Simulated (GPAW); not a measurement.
# O K ELNES/XANES of BaTiO3 (Pm-3m) from DFT, part 2 of 2

How does the O K edge of BaTiO3 (Pm-3m) move when the bonds are compressed or stretched?

GPAW 26.7.0; X-ray absorption from dipole matrix elements to empty bands, plane-wave PAW LDA.

So far. Step 8 (Spectrum with FCH, O atom 3): Against the first run the r.m.s. difference is 8 %. Another feature, at 5.5 eV (1.69), becomes the highest below 16 eV; the one at 12.5 eV (1.67) is now at 12.8 eV (1.62).

### Step 10. Spectrum with FCH, O atom 3

Changed against the first core-hole run: volume scale from 1 to 1.09.

xas.py

```python
import numpy as np
from ase import Atoms
from ase.parallel import parprint, paropen
from gpaw import GPAW, PW, FermiDirac, Mixer, MixerDif, setup_paths
from gpaw.test import gen
setup_paths.insert(0, '.')
gen('O', name='fch1s', xcname='LDA', corehole=(1, 0, 1), write_xml=True)
from gpaw.mpi import world
world.barrier()

atoms = Atoms('Ba2Ti2O6',
    cell=[[4.12274472, 0, 4.12274472],
     [0, 4.12274472, 4.12274472],
     [0, -4.12274472, 4.12274472]],
    scaled_positions=[[0.5, 0.25, 0.75],
     [0.5, 0.75, 0.25],
     [0, 0, 0],
     [0, 0.5, 0.5],
     [0, 0.25, 0.25],
     [0, 0.75, 0.75],
     [0, 0.25, 0.75],
     [0, 0.75, 0.25],
     [0.5, 0.75, 0.75],
     [0.5, 0.25, 0.25]],
    pbc=True)
atoms.calc = calc = GPAW(legacy_gpaw=True, mode=PW(500), xc='LDA', setups={4: 'fch1s'},
    kpts={'size': (5, 5, 5), 'gamma': True}, occupations=FermiDirac(0.02),
    charge=0, mixer=Mixer(0.1, 5, 50), maxiter=150,
    convergence={'density': 0.0001}, txt='scf.txt')
energy = atoms.get_potential_energy() + calc.get_reference_energy()
ef = calc.get_fermi_level()
out = dict(energy=energy, fermi=ef, forces=atoms.get_forces().tolist())
parprint(f'all-electron energy {energy:.4f} eV, Fermi level {ef:.4f} eV')
ev = np.array([[calc.get_eigenvalues(k, s) for k in range(len(calc.get_ibz_k_points()))] for s in range(calc.get_number_of_spins())])
out['homo'], out['lumo'], out['counts'] = ev[ev < ef].max(), ev[ev > ef].min(), sorted(set((ev < ef).sum((0, 2)).tolist()))
out['filled'] = (ev[:, 0] < ef).sum(1).tolist()

from ase.units import Ha
from gpaw.xas import dipole_matrix_elements
nb = int(calc.get_number_of_electrons() / 2) + 96
top, nb = nb, nb + 8 + nb // 12
nscf = calc.fixed_density(kpts={'size': (6, 6, 6), 'gamma': True}, nbands=nb,
    convergence={'bands': top, 'eigenstates': 1e-5}, maxiter=60, txt='nscf.txt')
cell = atoms.cell.array
ops = [cell.T @ U.T @ np.linalg.inv(cell.T) for U in nscf.wfs.kd.symmetry.op_scc]
filled = [40]  # bands filled in the ground state, by spin
E = np.arange(-6, 34, 0.1)
fwhm = np.interp(E, [4, 25], [0.9, 3.5])
Y, X, zero, highest = 0, 0, 1e9, 1e9
for spin in range(nscf.get_number_of_spins()):
    wfs = nscf.wfs
    A = dipole_matrix_elements(wfs.setups[4])
    eps = np.zeros((wfs.kd.nibzkpts, nb))
    d = np.zeros((3, A.shape[1], wfs.kd.nibzkpts, nb), complex)
    for kpt in wfs.kpt_u:
        if kpt.s == spin and 4 in kpt.P_ani:
            eps[kpt.k] = kpt.eps_n * Ha
            d[:, :, kpt.k] = (kpt.weight * wfs.nspins / 2) ** 0.5 * np.inner(A, kpt.P_ani[4])
    world.sum(eps)
    world.sum(d)
    T = np.einsum('amkn,bmkn->abkn', d, d.conj()).real
    T = sum(np.einsum('ai,ijkn,bj->abkn', R, T, R) for R in ops) / len(ops)
    empty = np.ones_like(eps, bool) & (np.arange(nb) >= filled[spin])
    zero, highest = min(zero, eps[empty].min()), min(highest, eps[:, top - 1].min())
    lines = [(eps, T, empty)] if spin == 0 else lines + [(eps, T, empty)]
for eps, T, empty in lines:
    f = np.einsum('aakn->akn', T).reshape(3, -1)
    x = eps.ravel() - zero
    w = np.interp(x, E, fwhm) / 2.35482
    g = np.exp(-0.5 * ((E[:, None] - x) / w) ** 2) / (w * (2 * np.pi) ** 0.5)
    Y = Y + (f * empty.ravel()) @ g.T
    X = X + (f * ~empty.ravel()) @ g.T
out.update(E=E.round(2).tolist(), xas=Y.tolist(), xes=X.tolist(), zero=zero, valid=highest - zero, nk=len(eps), nb=nb)
for i in range(0, len(E), 10):
    parprint(f'{E[i]:7.2f}', *(f'{v:10.3e}' for v in Y[:, i]))
import json
with paropen('out.json', 'w') as f:
    json.dump(out, f)
```

Started as:

```
$ OMP_NUM_THREADS=1 mpirun -n 2 gpaw python xas.py
```

It took 3 min on 2 MPI ranks of Arm Neoverse V2, shared host; peak memory 0.51 GiB; 6 min of CPU time.

```
E (eV)  first run  this run
  -2.0       0.00      0.00
  -1.0       0.00      0.00
   0.0       0.07      0.11
   1.0       1.00      1.18
   2.0       0.80      0.79
   3.0       0.80      0.76
   4.0       0.78      1.07
   5.0       1.50      1.18
   6.0       1.45      1.55
   7.0       1.53      1.40
   8.0       0.75      0.50
   9.0       0.29      0.40
  10.0       0.47      0.84
  11.0       1.02      1.53
  12.0       1.57      1.75
  13.0       1.61      1.44
  14.0       1.34      1.23
  15.0       1.23      0.98
  16.0       1.06      0.79
  17.0       0.87      0.81
  18.0       0.81      0.79
  19.0       0.72      0.62
  20.0       0.54      0.48
  21.0       0.43      0.45
  22.0       0.42      0.48
  23.0       0.44      0.51
  24.0       0.46      0.55
  25.0       0.50      0.62
  26.0       0.56      0.71
  27.0       0.65      0.83
  28.0       0.75      0.94
  29.0       0.86      1.04
  30.0       0.97      1.12
  31.0       1.05      1.17
  32.0       1.11      1.21
```

The scaled spectrum changes by 20 % r.m.s. The highest intensity below 16 eV goes from 12.5 eV (1.67) to 11.8 eV (1.77).

The photon energy of the zero moves by -0.18 eV.

### Step 11. The volumes side by side

```
volume  nearest distance (Å)  shift of the zero (eV)  maximum 1 (eV above own zero)  maximum 2 (eV above own zero)
  0.94                 1.962                   +0.11                            1.5                           13.1
  0.97                 1.983                   +0.06                            1.5                           12.8
     1                 2.003                   +0.00                            1.4                           12.5
  1.09                 2.061                   -0.18                            1.2                           11.8
```

The curves, each shifted by its zero's change so that they share one photon-energy axis, counted from the zero at V × 1:

```
E (eV)  V × 0.94  V × 0.97  V × 1  V × 1.09
  -2.0      0.00      0.00   0.00      0.00
  -1.0      0.00      0.00   0.00      0.00
   0.0      0.03      0.05   0.07      0.21
   1.0      0.66      0.83   1.00      1.25
   2.0      1.07      0.93   0.80      0.79
   3.0      0.55      0.70   0.80      0.72
   4.0      0.76      0.74   0.78      1.15
   5.0      1.23      1.42   1.50      1.20
   6.0      1.77      1.58   1.45      1.62
   7.0      1.51      1.53   1.53      1.23
   8.0      1.07      0.91   0.75      0.42
   9.0      0.37      0.30   0.29      0.45
  10.0      0.28      0.36   0.47      0.96
  11.0      0.63      0.81   1.02      1.62
  12.0      1.20      1.40   1.57      1.72
  13.0      1.56      1.62   1.61      1.39
  14.0      1.47      1.40   1.34      1.19
  15.0      1.29      1.26   1.23      0.93
  16.0      1.24      1.17   1.06      0.78
  17.0      1.10      0.97   0.87      0.82
  18.0      0.91      0.84   0.81      0.77
  19.0      0.79      0.75   0.72      0.59
  20.0      0.65      0.59   0.54      0.46
  21.0      0.48      0.44   0.43      0.45
  22.0      0.39      0.40   0.42      0.49
  23.0      0.40      0.42   0.44      0.52
  24.0      0.42      0.44   0.46      0.56
  25.0      0.44      0.46   0.50      0.63
  26.0      0.47      0.51   0.56      0.73
  27.0      0.53      0.59   0.65      0.85
  28.0      0.61      0.68   0.75      0.96
  29.0      0.71      0.79   0.86      1.06
  30.0      0.82      0.90   0.97      1.13
  31.0      0.92      0.99   1.05      1.18
  32.0      1.01      1.06   1.11      1.21
```

### Step 12. Summary of results

```json
{"absorber and edge": "O K, atom 3 of the ground-state input (counted from 1)", "surroundings": "2 Ti at 2.00 Å (linear, site symmetry 4/mmm)", "highest intensity below 16 eV": "12.5 eV above the zero, height 1.67", "photon energy of the zero, with the added terms": "524.2 eV (raw 533.0 eV; LDA puts this hole about 4 eV below PBE, itself good to a few eV)"}
```

**Reading.** From V × 0.94 to V × 1.09 the nearest distance grows by 0.099 Å and the zero moves by -0.30 eV. Above their own zero, the maxima move from 1.5 to 1.2 eV and from 13.1 to 11.8 eV. The one highest in energy moves most, in the direction that the rule ΔE·R² ≈ constant for scattering resonances gives. The O K edge of atom 3, with 2 Ti at 2.00 Å (linear, site symmetry 4/mmm), has its highest intensity of the first 16 eV at 12.5 eV above the zero, near 537 eV in photon energy (LDA puts this hole about 4 eV below PBE, itself good to a few eV), 1.7 times the mean level of the first 20 eV (Gaussian full width 0.9 eV up to 4 eV, rising linearly to 3.5 eV at 25 eV). The holes are only 5.7 Å apart, so the shape is probably not converged with cell size; no larger cell was run here. The mesh is coarse (0.26 Å⁻¹ between points), so small maxima may be mesh ripples. Lifetime broadening is put in by hand, and intensities beyond about 20 eV depend on it and on the partial waves; weight that the partial waves miss at high energy is lost. The structure is a published determination, not relaxed.

[Logs are printed without paths, hosts, clocks, repeated set-up lines and the standing remarks that a program may print on its own settings, such as how far it seeks lower states.]

[Hosts, paths, dates, database ids (printed as entryN), source tags and the programs' standing remarks are cut or masked in the printed files.]

[Lists of maxima count a maximum above −3 eV only where it reaches 4 % of the highest in the window and stands out from its surroundings by 2 % of it (1.5 % where it reaches 55 %); shoulders and weaker maxima are passed over, and of the rest the first, up to two pre-edge ones and the few strongest are named.]
